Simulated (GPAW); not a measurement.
# Ballistic transport through a Li chain with a Ge atom bridging one bond, cheap and dear, part 2 of 2

Wanted: the zero-bias transmission of a Li chain with a Ge atom bridging one bond on a ladder of levels, with run times.

GPAW 26.7.0; GPAW LCAO, PAW setups; Landauer transmission from Green's functions with principal layers (ASE), zero bias.

So far, transmission at the Fermi level (one spin): step 2 (GPAW, dzp, PBE, GPAW) 0.756; step 3 (basis szp(dzp), PBE, GPAW) 0.772; step 4 (basis sz(dzp), PBE, GPAW) 0.530; step 5 (revPBE) 0.759.

## (8) Mixing 0.02

Mixing changes the road to self-consistency, not its end. The mixing history changes the road to self-consistency, not its end.

This step: GPAW LCAO, PAW setups; Landauer transmission from Green's functions with principal layers (ASE), zero bias (GPAW 26.7.0).

The input, run.py:

```python
import json
import numpy as np
from ase import Atoms
from ase.transport.calculators import TransportCalculator
from gpaw import GPAW, FermiDirac
from gpaw.lcao.tools import get_lcao_hamiltonian
from scipy.linalg import eigh

# The junction with lead layers at both ends, along the third cell vector
device = Atoms(
    ['Li', 'Li', 'Li', 'Li', 'Li', 'Ge', 'Li', 'Li', 'Li', 'Li', 'Li'],
    positions=[
        [4.50000, 4.50000, 1.47500],
        [4.50000, 4.50000, 4.42500],
        [4.50000, 4.50000, 7.37500],
        [4.50000, 4.50000, 10.32500],
        [4.50000, 4.50000, 13.27500],
        [6.51474, 4.50000, 14.85000],
        [4.50000, 4.50000, 16.42500],
        [4.50000, 4.50000, 19.37500],
        [4.50000, 4.50000, 22.32500],
        [4.50000, 4.50000, 25.27500],
        [4.50000, 4.50000, 28.22500]],
    cell=[[9.0, 0.0, 0.0], [0.0, 9.0, 0.0], [0.0, 0.0, 29.7]],
    pbc=True)

# One principal layer of the lead: the first 3 atoms of the device
lead = Atoms(
    ['Li', 'Li', 'Li'],
    positions=[
        [4.50000, 4.50000, 1.47500],
        [4.50000, 4.50000, 4.42500],
        [4.50000, 4.50000, 7.37500]],
    cell=[[9.0, 0.0, 0.0], [0.0, 9.0, 0.0], [0.0, 0.0, 8.85]],
    pbc=True)

settings = dict(mode='lcao', basis='dzp', xc='PBE', h=0.2,
                occupations=FermiDirac(0.1), maxiter=250,
                mixer=dict(beta=0.02, nmaxold=12, weight=100.0),
                convergence=dict(density=0.0001))
energies = np.arange(-2, 2 + 1e-9, 0.05)
eta = 0.0001
n1, n2 = 1, 1
# k and -k transmit alike, so half of the mesh across the current serves
mesh = [(i, j) for i in range(n1) for j in range(n2) if (i, j) <= (-i % n1, -j % n2)]
weights = np.array([1 if (i, j) == (-i % n1, -j % n2) else 2 for i, j in mesh]) / (n1 * n2)

# [... helper functions left out ...]
fermi_lead = ground_state(lead, (1, 1, 13), 'lead.txt')
fermi_device = ground_state(device, (1, 1, 3), 'device.txt')
# [... loop over the mesh left out, but for ...]
        # Shift the lead onto the potential of the device's first layer
        shift = ((H[:, 0, 0] - H0[:, 0, 0]) / S0[0, 0]).real.mean()
# [...]
kT = 8.617333e-5 * 500
bias = [0.1, 0.2, 0.5, 1.0, 1.5, 2.0]
# [... integrals and printing left out ...]
```

Command:

```
> OMP_NUM_THREADS=1 OPENBLAS_NUM_THREADS=1 python run.py
```

Output:

```text
basis functions: device 63, principal layer 15
Fermi level: lead -2.7382 eV, device -2.6891 eV; lead shifted by 0.0017 eV
largest coupling past the next layer 1.28e-08 eV, largest misfit of the first layer 0.026 eV
  E-E_F (eV)   T (one spin)  channels
    -2.000    5.2956e-15    0.0000
    -1.950    5.2248e-15    0.0000
    -1.900    5.1517e-15    0.0000
    -1.850    5.0765e-15    0.0000
    -1.800    4.9990e-15    0.0000
    -1.750    4.9193e-15    0.0000
    -1.700    4.8372e-15    0.0000
    -1.650    4.7528e-15    0.0000
    -1.600    4.6661e-15    0.0000
    -1.550    4.5771e-15    0.0000
    -1.500    4.4858e-15    0.0000
    -1.450    4.3923e-15    0.0000
    -1.400    4.2967e-15    0.0000
    -1.350    4.1998e-15    0.0000
    -1.300    4.1029e-15    0.0000
    -1.250    4.0098e-15    0.0000
[...]
1.650    1.0413e-01    1.0000
     1.700    9.9886e-02    1.0000
     1.750    9.7075e-02    1.0000
     1.800    9.5252e-02    1.0000
     1.850    9.3974e-02    1.0000
     1.900    9.2782e-02    1.0000
     1.950    9.1184e-02    1.0000
     2.000    8.8641e-02    1.0000
conductance at 500 K: 0.747 G0 a cell; thermopower -2.473 uV/K
current from the zero-bias T(E) at 0.1 V: 5.7786 uA
current from the zero-bias T(E) at 0.2 V: 11.501 uA
current from the zero-bias T(E) at 0.5 V: 27.685 uA
current from the zero-bias T(E) at 1.0 V: 47.51 uA
current from the zero-bias T(E) at 1.5 V: 70.219 uA
current from the zero-bias T(E) at 2.0 V: 82.16 uA
```

Elapsed: 44 s, on 1 thread of Arm Neoverse N1, shared host; peak memory 0.99 GiB.

Numbers from this step:

```
conductance                                    : 0.7470 G₀
thermopower                                    : -2.473 μV/K
largest coupling past the next principal layer : 1.28e-8 eV
largest misfit of the first principal layer    : 0.02613 eV
shift that aligns the lead                     : 0.001742 eV
transmission at the Fermi level (one spin)     : 0.7560
```

One spin. Table of transmission, zone mean by energy, zero at the Fermi level:

```csv
energy (eV),"transmission, zone mean"
-2.00,0
-1.90,0
-1.80,0
-1.70,0
-1.55,0
-1.45,0
-1.35,0
-1.25,0
-1.15,0
-1.05,0
-0.90,0
-0.80,6.9e-9
-0.70,0.923
-0.60,0.752
-0.50,0.102
-0.40,0.196
-0.25,0.605
-0.15,0.705
-0.05,0.748
0.00,0.756
0.05,0.757
0.15,0.746
0.25,0.722
0.40,0.680
0.50,0.653
0.60,0.630
0.70,0.596
0.80,0.555
0.90,0.501
1.05,0.394
1.15,0.316
1.25,0.243
1.35,0.186
1.45,0.145
1.55,0.119
1.70,0.0999
1.80,0.0953
1.90,0.0928
2.00,0.0886
```

Crossings of the lead's bands, unfolded to its shortest repeat. The open channels, zone mean by energy, zero at the Fermi level:

```csv
energy (eV),"open channels, zone mean"
-2.00,0
-1.85,0
-1.70,0
-1.60,0
-1.45,0
-1.30,0
-1.15,0
-1.05,0
-0.90,0
-0.75,1
-0.60,1
-0.50,1
-0.35,1
-0.20,1
-0.05,1
0.00,1
0.05,1
0.20,1
0.35,1
0.50,1
0.60,1
0.75,1
0.90,1
1.05,1
1.15,1
1.30,1
1.45,1
1.60,1
1.70,1
1.85,1
2.00,1
```

Not self-consistent under bias; the bias window is split evenly. Table of current through one cell, from the zero-bias transmission by bias:

```csv
bias (V),"current through one cell, from the zero-bias transmission (μA)"
0.100,5.78
0.200,11.5
0.500,27.7
1.000,47.5
1.500,70.2
2.000,82.2
```

Table of transmission of the three most open eigenchannels by energy, zero at the Fermi level:

```csv
energy (eV),channel 1,channel 2 = channel 3
-2.00,0,0
-1.90,0,0
-1.80,0,0
-1.70,0,0
-1.55,0,0
-1.45,0,0
-1.35,0,0
-1.25,0,0
-1.15,0,0
-1.05,0,0
-0.90,0,0
-0.80,6.9e-9,0
-0.70,0.923,0
-0.60,0.752,0
-0.50,0.102,0
-0.40,0.196,0
-0.25,0.605,0
-0.15,0.705,0
-0.05,0.748,0
0.00,0.756,0
0.05,0.757,0
0.15,0.746,0
0.25,0.722,0
0.40,0.680,0
0.50,0.653,0
0.60,0.630,0
0.70,0.596,0
0.80,0.555,0
0.90,0.501,0
1.05,0.394,0
1.15,0.316,0
1.25,0.243,0
1.35,0.186,0
1.45,0.145,0
1.55,0.119,0
1.70,0.0999,0
1.80,0.0953,0
1.90,0.0928,0
2.00,0.0886,0
```

The conductance equals that of the dzp run to 0.2 %.

## (9) A second varied run

A last run, with other settings again.

Changes to run.py since step 8:

```diff
@@ -37,4 +37,4 @@
 settings = dict(mode='lcao', basis='dzp', xc='PBE', h=0.2,
-                occupations=FermiDirac(0.1), maxiter=250,
-                mixer=dict(beta=0.02, nmaxold=12, weight=100.0),
+                occupations=FermiDirac(0.1), maxiter=5,
+                mixer=dict(beta=0.1, nmaxold=8, weight=100.0),
                 convergence=dict(density=0.0001))
```

Output:

```text
gpaw.KohnShamConvergenceError
```

Wall time 6.3 s (1 thread); peak memory 0.31 GiB.

The run stopped without converging, so none of its numbers is a property of the system.

The fault put into the input: too few SCF iterations (maxiter = 5).

## (10) Outcome

- conductance: 0.747 G₀
- transmission at the Fermi level, mean of the spins: 0.756
- thermopower: -2.47 μV/K
- open channels of the lead there: 1

What this shows: In the dzp basis the junction conducts 0.747 G₀ at 500 K, with T = 0.756 a spin at the Fermi level; the szp basis reaches that conductance within 10 %. The scatterer reflects about 24 % of the incoming channels at the Fermi level. At the Fermi level one eigenchannel carries the current (0.76). Measured against the first run (dzp), the nearest curve is that of dzp-revPBE (r.m.s. 0.018) and the farthest that of sz (0.30). Over the compared runs wall time goes from 32 s (sz) to 49 s (dzp), on a shared host. The geometry was built from estimated bond lengths and not relaxed, so the numbers describe this model structure. An evenly spaced straight chain is an idealisation: free chains tend to dimerise, zigzag or, where a band edge lies near the Fermi level, turn magnetic. The currents use the zero-bias T(E) throughout, which holds only while the bias is small against the distance to the nearest feature.

[Logs are printed without paths, hosts, clocks, repeated set-up lines and the standing remarks that a program may print on its own settings, such as how far it seeks lower states.]

[Hosts, paths, dates, database ids (printed as entryN), source tags and the programs' standing remarks are cut or masked in the printed files.]
